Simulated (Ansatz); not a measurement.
## Debugging a many-body input for InSe (R3m)

What is wrong with this input for InSe (R3m)?

Main program and level: Ansatz 0.2.0; G0W0 on r2SCAN, plane waves, PAW.

The database entry behind the starting cell differs from later determinations by our own check (c about 1.5 % long), so it need not match the best structure at ambient conditions.

**1. Starting point**

Symmetry: R3m, No. 160, trigonal system. Conventional cell: a = 4.000 Å, b = 4.000 Å, c = 25.320 Å, α = 90.00°, β = 90.00°, γ = 120.00°. In has 3 Se at 2.64 Å and 1 In at 2.82 Å nearest. Nearest to In lie 3 Se at 2.63 Å and 1 In at 2.82 Å. Nearest to Se lie 3 In at 2.64 Å. Nearest to Se lie 3 In at 2.63 Å. Farther neighbours and most contacts between anions are not listed.

Coordinates:

```cif
data_structure
_symmetry_space_group_name_H-M 'P 1'
_symmetry_Int_Tables_number 1
_cell_length_a 8.7503
_cell_length_b 8.7503
_cell_length_c 8.7503
_cell_angle_alpha 26.425
_cell_angle_beta 26.425
_cell_angle_gamma 26.425
_cell_volume 116.95
loop_
_atom_site_label
_atom_site_type_symbol
_atom_site_fract_x
_atom_site_fract_y
_atom_site_fract_z
_atom_site_occupancy
In1 In 0.00000 0.00000 0.00000 1
In2 In 0.11140 0.11140 0.11140 1
Se3 Se 0.61650 0.61650 0.61650 1
Se4 Se 0.82810 0.82810 0.82810 1
```

The cell and positions come from the Crystallography Open Database and are kept as given unless a step says otherwise. The default PAW set here is soft_2. Its files were made with PBE.

**2. First try**

File input.yaml:

```yaml
crystal:
  lattice:
    - [2.0, 1.1547005384, 8.44]
    - [-2.0, 1.1547005384, 8.44]
    - [0.0, -2.3094010768, 8.44]
  atoms:
    - { symbol: In, position: [0.0, 0.0, 0.0] }
    - { symbol: In, position: [0.1114, 0.1114, 0.1114] }
    - { symbol: Se, position: [0.6165, 0.6165, 0.6165] }
    - { symbol: Se, position: [0.8281, 0.8281, 0.8281] }
kpoints:
  mp_grid: { grid: [4, 4, 4] }
hamiltonian:
  xc: r2scan
scf:
  occupations: { method: fixed }
gw:
  n_empty_bands: 190
  ecut_chi: 10
  qp_bands: [v2, c2]
  qp_kpoints: band_edges
  screening: { model: contour_deformation }
```

The run is started by

```console
$ ansatz run input.yaml --threads 3 --pin off --max-ram 92160MiB --backend cuda --events-out ev --progress --plain --runs-dir out --devices 1 --max-vram 13GiB
```

Numbers of over 12 decimals in the logs are rounded to 6 here.

The program printed:

```text
GPUs: using 1 of 1 available (devices: 1).
Engine: ansatz 0.2.0, x86_64-unknown-linux-gnu
Pseudopotentials: kind: paw
Pseudopotential: In, paw, valence charge 13, recommended cutoff 500 eV (meta_gga), In.paw.azcp
Pseudopotential: Se, paw, valence charge 16, recommended cutoff 500 eV (meta_gga), Se.paw.azcp
Functional definition: r2SCAN
  parameter k0 = 0.174
  parameter k1 = 0.065
  parameter a1 = 4.9479
  exchange = r2scan_x(k0 = k0, k1 = k1, a1 = a1)
  correlation = r2scan_c
device memory: the entry about to start is reckoned to put 3.8 GiB on a device that reports 31.0 GiB free (of which the cap on the GPU budget leaves the run 13.0 GiB)
GPU FFT provider: cuFFT
GPU libraries: cuBLAS 13.8.2, cuFFT 12.4.0, cuSOLVER 12.3.4
Crystal: 4 atoms, lattice volume = 116.948 Å³
Basis set: ecut = 500 eV, 2965 PW (Γ), exchange–correlation on 256×256×256 points (64 copies of the dense FFT grid, shifted against one another)
Bands: 35, of which v1, the nominal top of the filled ones, is band 29 counted from 1 (28 counted from 0)
Symmetry: 6 space group operations
Space group: R3m (ITA 160), of the structure as read, at distance tolerance 4.9e-5 Å
k-points: 13 of 64 (time reversal used)
Non-local potential: In, projectors of the file, l = 0: 2, l = 1: 2, l = 2: 2, l = 3: 2
Non-local potential: Se, projectors of the file, l = 0: 2, l = 1: 2, l = 2: 3, l = 3: 1
PAW form: soft (Blöchl's): semilocal exchange-correlation on the pseudo side does not see the compensation charge
PAW frozen core: In, regenerated for the run's functional (the file was generated under x = pbe(κ = 0.804, μ = 0.219515), c = pbe(β = 0.066725))
PAW frozen core: Se, regenerated for the run's functional (the file was generated under x = pbe(κ = 0.804, μ = 0.219515), c = pbe(β = 0.066725))
PAW one-centre angular grid: In, 590 points (default); XC on 289 of its mesh's 2783 points in the sphere
PAW one-centre angular grid: Se, 590 points (default); XC on 160 Gauss nodes
Initial density: superposition of atomic densities (neutral atoms: chi_scale 0, normalization atom), corrected by the library's trained network
Initial wavefunctions: pseudopotential atomic-orbital guess
GPU buffer pool allocated for 262144 grid points (all kernels)
GPU transforms: local potential and band sums: pruned to the plane-wave sphere, on 64×64×64
Functional: x = r2scan, c = r2scan; τ floored in thin density (d = 2e-4 eV/Å³)
SCF iter   1: F=—  HF=-22182.513806 eV  |F-HF|=—  |Δ(HF+E_count)|=         —  Δρ=6.19e-3  dr2=3.79e-2  dr2_τ=1.63e-2  ethr=1.77e-3  ⟨swp⟩=5.0  Hψ=1636  notcnv=0  defer=52
preconditioner: auto → Resta (q_TF=auto, 2.427 Å⁻¹)  ε∞=3.0  [insulator: Δε(μ)=0.846 eV  Ē_g=14.825 eV  n_scr=30 (ndim 8)  ℏωp=21.2 eV  f_vac=0.087  ε∞_Penn≈3.0]
SCF iter   2: F=—  HF=-22182.526323 eV  |F-HF|=—  |Δ(HF+E_count)|=   1.25e-2  Δρ=2.56e-3  dr2=5.56e-3  dr2_τ=2.70e-4  ethr=6.54e-5  ⟨swp⟩=2.5  Hψ=875  notcnv=0  defer=52
SCF iter   3: F=—  HF=-22182.526689 eV  |F-HF|=—  |Δ(HF+E_count)|=   3.66e-4  Δρ=7.64e-4  dr2=6.12e-4  dr2_τ=1.86e-5  ethr=9.59e-6  ⟨swp⟩=2.6  Hψ=700  notcnv=0  defer=52
SCF iter   4: F=—  HF=-22182.526802 eV  |F-HF|=—  |Δ(HF+E_count)|=   1.13e-4  Δρ=1.92e-4  dr2=5.11e-5  dr2_τ=2.11e-6  ethr=1.05e-6  ⟨swp⟩=3.0  Hψ=841  notcnv=0  defer=52
SCF iter   5: F=—  HF=-22182.526811 eV  |F-HF|=—  |Δ(HF+E_count)|=   8.93e-6  Δρ=5.76e-5  dr2=4.87e-6  dr2_τ=1.20e-7  ethr=8.80e-8  ⟨swp⟩=2.6  Hψ=773  notcnv=0  defer=20
SCF iter   6: F=—  HF=-22182.526813 eV  |F-HF|=—  |Δ(HF+E_count)|=   1.89e-6  Δρ=1.56e-5  dr2=5.54e-7  dr2_τ=9.86e-9  ethr=8.40e-9  ⟨swp⟩=2.0  Hψ=665  notcnv=0  defer=21
SCF iter   7: F=-22182.526813 eV  HF=-22182.526813 eV  |F-HF|=1.94e-8  |Δ(HF+E_count)|=   2.42e-7  Δρ=4.89e-6  dr2=3.93e-8  dr2_τ=2.17e-9  ethr=1.72e-10  ⟨swp⟩=9.5  Hψ=1740  notcnv=0
SCF 1 converged in 7 iterations: F = -22182.526813 eV  dr2 = 3.93e-8
[...]
E_aug_tail   = -0.000403  (compensation charges beyond the density's cutoff)
  E_vtau       = 25.147901  (kinetic-family band-sum trace: ∫τ·v_τ [+ j·A + Jᵃ·Aᵃ] dr)
  E_ewald      = -5364.203816
  E_core_change = -1.598449  (= ΣΔE_core)
  E_smearing   = -0.000000  (= −TS)
  E_closure    = 0.000000  (closes the sum)
  Σ components = -22182.526813   (vs F -22182.526813, Δ=0.00e0)
--- Band table (eV; the first three rows and the last of 13) ---
  k-point 0: bands = [... 25 lower, 5.6972, 5.6972, 5.7897, 5.7897, 9.1163, 9.6448, 11.8005, 11.8005, ... 2 higher]
  k-point 1: bands = [... 25 lower, 4.9589, 5.0949, 5.2313, 6.0258, 9.4079, 9.6048, 11.5174, 11.7386, ... 2 higher]
  k-point 2: bands = [... 25 lower, 4.6266, 4.6374, 4.7376, 5.3410, 8.5521, 9.3540, 11.0638, 11.4251, ... 2 higher]
  k-point 12: bands = [... 25 lower, 5.6266, 5.8666, 5.8666, 7.0613, 7.9252, 9.6901, 11.7184, 11.7184, ... 2 higher]
--- G₀W₀: contour deformation, 7 samples at zero and on the imaginary axis and 1 off it, 64 q-points, 190 empty bands' worth ---
  eigenvalues of the whole cell's RPA ε∞ on this k-mesh (on a slab, of 1 + 4πα/V) = 9.0729, 9.0729, 11.2515; static W/v taken at q = 0 is 0.114474
  bands read: the sum over 219 bands ends inside a degenerate multiplet in 1 slot, whose members it reads at an even weight; the widest, k=7: bands 219 to 220 (counted from 1) at 1/2 each
  gw.qp_kpoints: band_edges: 10 of 13 stored k-points solved, in 2 passes; an edge of the gap read off the rows below is read off those points alone
    valence top: of the k-points left out ik 8 came nearest to being solved in a further pass, in band 29 (counted from 1, as in the quasiparticle table): it holds the edge there only if its correction is more favourable than any solved in that band by at least 0.738 eV; those differ by 0.164 eV
    conduction bottom: of the k-points left out ik 0 came nearest to being solved in a further pass, in band 30 (counted from 1, as in the quasiparticle table): it holds the edge there only if its correction is more favourable than any solved in that band by at least 0.727 eV; those differ by 0.584 eV
  `?` marks the rows in doubt; gw_qp.tsv's column doubts and the gw_qp event give each row's grounds
    ik  band        ε_KS         Σx   Σc(E_QP)       V_xc       Z   E_QP_lin       E_QP  E_QP is
     1    28      5.2313   -17.6798     2.4978   -15.3716  0.7983     5.4203     5.4209  root
     1    29      6.0258   -15.7995     1.9872   -14.0203  0.8086     6.2333     6.2338  root
     1    30      9.4079    -7.7182    -3.1087   -11.5787  0.8202    10.1794    10.1597  root ?
     1    31      9.6048    -9.7495    -2.9581   -13.8096  0.8143    10.6803    10.7069  root
     2    28      4.7376   -17.2834     2.6235   -14.8170  0.7901     4.8942     4.8947  root
     2    29      5.3410   -15.5083     2.1038   -13.5842  0.8033     5.5202     5.5207  root
     2    30      8.5521    -7.7342    -2.8752   -11.1958  0.8251     9.1432     9.1384  root
     2    31      9.3540    -9.6547    -2.9583   -13.6887  0.8140    10.3942    10.4297  root
     3    28      5.3320   -17.8988     2.4808   -15.6113  0.8002     5.5247     5.5253  root
     3    29      6.2429   -15.9825     1.9199   -14.3074  0.8128     6.4870     6.4877  root
     3    30      9.2398    -9.3666    -2.8324   -13.2553  0.8209    10.2369    10.2961  root
     3    31      9.6077    -8.0279    -3.0142   -11.9733  0.8162    10.4267    10.5389  root ?
     5    28      5.1265   -17.1748     2.5763   -14.7543  0.7903     5.2818     5.2823  root
     5    29      5.7605   -15.6590     2.0066   -13.8950  0.8114     6.0025     6.0031  root
     5    30      9.3959    -8.5068    -2.8500   -12.2707  0.8202    10.1912    10.3098  root ?
     5    31      9.7962    -9.4327    -2.9588   -13.4125  0.8134    10.7485    10.8172  root
     6    28      4.9278   -17.6966     2.5909   -15.2668  0.7942     5.0885     5.0890  root
[...]
6    30      8.5619    -8.7392    -2.6864   -12.3777  0.8262     9.4003     9.5139  root ?
     6    31      9.3204    -8.8331    -3.0216   -12.6220  0.8138    10.1149    10.0877  root ?
[...]
10    31      9.8026    -7.4641    -3.2394   -11.4190  0.8135    10.5346    10.5182  root ?
[...]
11    31      9.9617   -10.3878    -3.0208   -14.5771  0.8114    11.1389    11.1303  root
    12    28      5.8666   -18.3293     2.3804   -16.1895  0.8064     6.1065     6.1073  root
    12    29      7.0613   -16.3134     1.5665   -15.0772  0.8227     7.3910     7.3917  root
    12    30      7.9252   -10.1624    -2.4193   -13.6002  0.8292     8.8573     8.9437  root
    12    31      9.6901    -8.0609    -3.1543   -12.2070  0.8161    10.5960    10.6818  root
[key lines of the parts left out:]
SCF converged after 7 iterations
Free energy (F): -22182.526813 eV
Fermi energy:    7.061300 eV
```

The job ended after 34 s (1 × NVIDIA H100 80GB HBM3 (shared by 6 runs) with 3 threads of AMD EPYC 7R13 (Zen 3), shared host; peak memory 2 GiB; 23 s of CPU time).

Q: What is the fault?

The run ended normally, though the input holds a fault or crude settings.

The fault: screening cutoff of 10 eV. Nearly all local fields and short-range correlation are left out.

It printed a gap of 1.55 eV, which is an artefact of the settings.

**3. A better input**

G0W0 replaces the xc potential by the self-energy, built once from these orbitals. Only a window of levels is corrected, while the sums run over the empty bands that the input names.

input.yaml, as its differences from that of step 2:

```diff
@@ -17,4 +17,4 @@
 gw:
-  n_empty_bands: 190
-  ecut_chi: 10
+  n_empty_bands: 349
+  ecut_chi: 120
   qp_bands: [v2, c2]
```

The program printed:

```text
GPUs: using 1 of 1 available (devices: 1).
[...]
GPU FFT provider: cuFFT
GPU libraries: cuBLAS 13.8.2, cuFFT 12.4.0, cuSOLVER 12.3.4
Crystal: 4 atoms, lattice volume = 116.948 Å³
Basis set: ecut = 500 eV, 2965 PW (Γ), exchange–correlation on 256×256×256 points (64 copies of the dense FFT grid, shifted against one another)
Bands: 35, of which v1, the nominal top of the filled ones, is band 29 counted from 1 (28 counted from 0)
[... 1 set-up line as in the run before ...]
[...]
k-points: 13 of 64 (time reversal used)
[...]
GPU buffer pool allocated for 262144 grid points (all kernels)
[...]
SCF iter   1: F=—  HF=-22182.513806 eV  |F-HF|=—  |Δ(HF+E_count)|=         —  Δρ=6.19e-3  dr2=3.79e-2  dr2_τ=1.63e-2  ethr=1.77e-3  ⟨swp⟩=5.0  Hψ=1636  notcnv=0  defer=52
[...]
1    28      5.2313   -17.6798     1.8643   -15.3716  0.7576     4.7828     4.7874  root
     1    29      6.0258   -15.7995     1.3063   -14.0203  0.7680     5.5477     5.5530  root
     1    30      9.4079    -7.7182    -3.7299   -11.5787  0.7953     9.5388     9.5385  root
     1    31      9.6048    -9.7495    -3.8090   -13.8096  0.7832     9.8571     9.8559  root
     2    28      4.7376   -17.2834     1.9977   -14.8170  0.7513     4.2631     4.2690  root
     2    29      5.3410   -15.5083     1.4290   -13.5842  0.7644     4.8403     4.8459  root
     2    30      8.5521    -7.7342    -3.3849   -11.1958  0.8006     8.6288     8.6288  root
     2    31      9.3540    -9.6547    -3.7942   -13.6887  0.7838     9.5950     9.5938  root
[...]
12    28      5.8666   -18.3293     1.7385   -16.1895  0.7635     5.4622     5.4653  root
    12    29      7.0613   -16.3134     0.8499   -15.0772  0.7786     6.6735     6.6751  root
    12    30      7.9252   -10.1624    -3.3090   -13.6002  0.8012     8.0541     8.0540  root
    12    31      9.6901    -8.0609    -4.0084   -12.2070  0.7941     9.8280     9.8277  root
[key lines of the parts left out:]
SCF converged after 7 iterations
Free energy (F): -22182.526813 eV
Fermi energy:    7.061300 eV
```

Wall time 59 s (1 × NVIDIA H100 80GB HBM3 (shared by 6 runs) with 3 threads); peak memory 2.3 GiB; 92 s of CPU time.

This step gave:

| Property | Result |
| --- | --- |
| bands summed | 378 |
| RPA ε∞ on this mesh (eigenvalues) | 7.956, 7.956, 10.49 |
| plane waves in the screening matrix | 363 |
| q-points in the mesh | 64 |
| G0W0 gap on the mesh | 1.379 eV |
| k of the valence top | -0.5, -0.5, -0.5 |
| k of the conduction bottom | -0.5, -0.5, -0.5 |
| starting gap on the mesh | 0.8639 eV |
| Z at the valence top | 0.7786 |
| Z at the conduction bottom | 0.8012 |
| least direct G0W0 gap on the computed points | 1.379 eV |

The gap on the mesh goes from 0.86 eV to 1.38 eV, a correction of +0.52 eV. Between the two edge states, bare exchange in place of the xc potential would open the gap by 4.67 eV, and correlation takes back 4.16 eV.

**4. Results**

```yaml
first_try: converged after 34 s
better_run: G0W0 gap on the mesh 1.38 eV (4×4×4 mesh, 349 empty bands, screening to 120 eV)
```

**Reading.** The second run differs in: empty bands and screening cutoff (eV). Bands and cutoff are finite, so the gap is not at the basis limit. The miss can reach some tenths of an eV and take either sign; the mesh is an error of its own. The many-body steps are scalar-relativistic: spin-orbit coupling is not in them.

[Paths, hosts, dates, memory and timing lines, banners, echoed tables and standing remarks are left out of the program output.]

[Logs are printed without paths, hosts, clocks, repeated set-up lines and the standing remarks that a program may print on its own settings, such as how far it seeks lower states.]

[Runs of the session that timed out or met a known fault of the program may be left out.]

[Cells called generated may have been cut or substituted from an entry of the Crystallography Open Database or the Materials Project.]

[Hosts, paths, dates, database ids (printed as entryN), source tags and the programs' standing remarks are cut or masked in the printed files.]
